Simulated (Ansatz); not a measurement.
# W(211) slab (20 atoms): surface energy

What is the surface energy of this cell, counted against the bulk crystal, and how far does it hang on functional and mesh?

Calculated with Ansatz 0.2.0: Kohn-Sham DFT, PBE, PAW (set soft_2), plane waves; cutoff 420 eV, fermi-dirac smearing of 0.1 eV. Cutoffs: 420 eV for PBE and PBEsol; 500 eV for r2SCAN.

**The cells**

The cell holds 20 atoms: 20 W. Cell: a = 5.517 Å, b = 4.504 Å, c = 26.702 Å, α = 90.0°, β = 90.0°, γ = 90.0°. It derives from W. The starting structure: Slab of W cut on (2 1 1), 11.7 Å thick, 2 x 1 surface cells, both faces free, 15 Å of vacuum; not relaxed. Lattice constants are starting values near those of PBE. Vacuum lies along c.

The bulk reference is W2 in a cell of 2 atoms, 16.155 Å³ an atom.

The input of the single point on the relaxed cell:

```yaml
crystal:
  lattice:
    - [5.51658, 0.0, 0.0]
    - [0.0, 4.50427, 0.0]
    - [0.0, 0.0, 26.70244]
  atoms:
    - { symbol: W, position: [0.32087, 0.0, 0.28774] }
    - { symbol: W, position: [0.99876, 0.5, 0.32889] }
    - { symbol: W, position: [0.17339, 0.0, 0.37862] }
    - { symbol: W, position: [0.33513, 0.5, 0.42657] }
    [... 14 atom lines left out ...]
    - { symbol: W, position: [0.66791, 1.0, 0.67111] }
    - { symbol: W, position: [0.8458, 0.5, 0.71226] }
kpoints:
  mp_grid: { grid: [7, 8, 1] }
hamiltonian:
  xc: pbe
scf:
  occupations: { method: fermi_dirac, width: 0.1 }
output:
  forces: true
  populations: true
  dos:
    method: { smearing: { sigma: 0.08 } }
    de: 0.1
    projected: { site_lists: { W: [W] } }
  eigenvalues: true
  write_density: true
  write_potential: true
  volumetric_format: npy
```

| cell | formula | k-mesh | relaxation steps | gain on relaxing (eV) | free energy, PBE (eV) | time of its runs on this page |
| --- | --- | --- | --- | --- | --- | --- |
| W(211) slab | W20 | 7×8×1 (relaxed on 4×5×1) | 6 | 0.89 | -207685.907 | 4.7 min |
| bulk W | W2 | 17×17×17 | - | - | -20769.662 | 4.8 s |

Times come from shared hosts and are rough.

**Surface energy**

The excess is the cell's free energy less 10 times that of the bulk cell. It is divided by twice the area, as the cell holds two faces, so the value is their mean, and they need not be alike (24.85 Å²), with 1 eV/Å² = 16.022 J/m².

```
           level  k-mesh  excess (eV)  surface energy (J/m²)  per area (meV/Å²)
             PBE   7×8×1       10.711                  3.453              215.5
PBE, denser mesh  8×10×1       10.714                  3.454              215.6
          r2SCAN   7×8×1       11.616                  3.745              233.7
          PBEsol   7×8×1       11.708                  3.775              235.6
```

Worked for the first row at PBE: (-207685.907) − 10 × (-20769.662) = 10.711 eV (from unrounded energies).

Then 10.711 / (2 × 24.85) × 16.022 = 3.453 J/m².

**Findings**

At PBE the surface energy is 3.45 J/m². At the same geometries the levels give 3.45 (PBE) to 3.77 J/m² (PBEsol) and the denser mesh leaves it within 0.01 J/m². Relaxing the atoms lowered it by 0.286 J/m² from the start (on the 4×5×1 mesh of the relaxation), and the farthest atom moved 0.20 Å.

Limits: The cell edges were held, so the lattice is the typed one for every functional. Cell and bulk are sampled on unlike meshes, and the error grows with the number of atoms subtracted. These are free energies under a smearing of 0.1 eV, whose entropy term isn't removed. Spin–orbit coupling is left out, which matters for the levels of the heavy elements. In some runs the program notes that positions were snapped to a detected symmetry and the exchange-correlation potential is rough where the density is thin.

[Logs are printed without paths, hosts, clocks, repeated set-up lines and the standing remarks that a program may print on its own settings, such as how far it seeks lower states.]

[Hosts, paths, dates, database ids (printed as entryN), source tags and the programs' standing remarks are cut or masked in the printed files.]
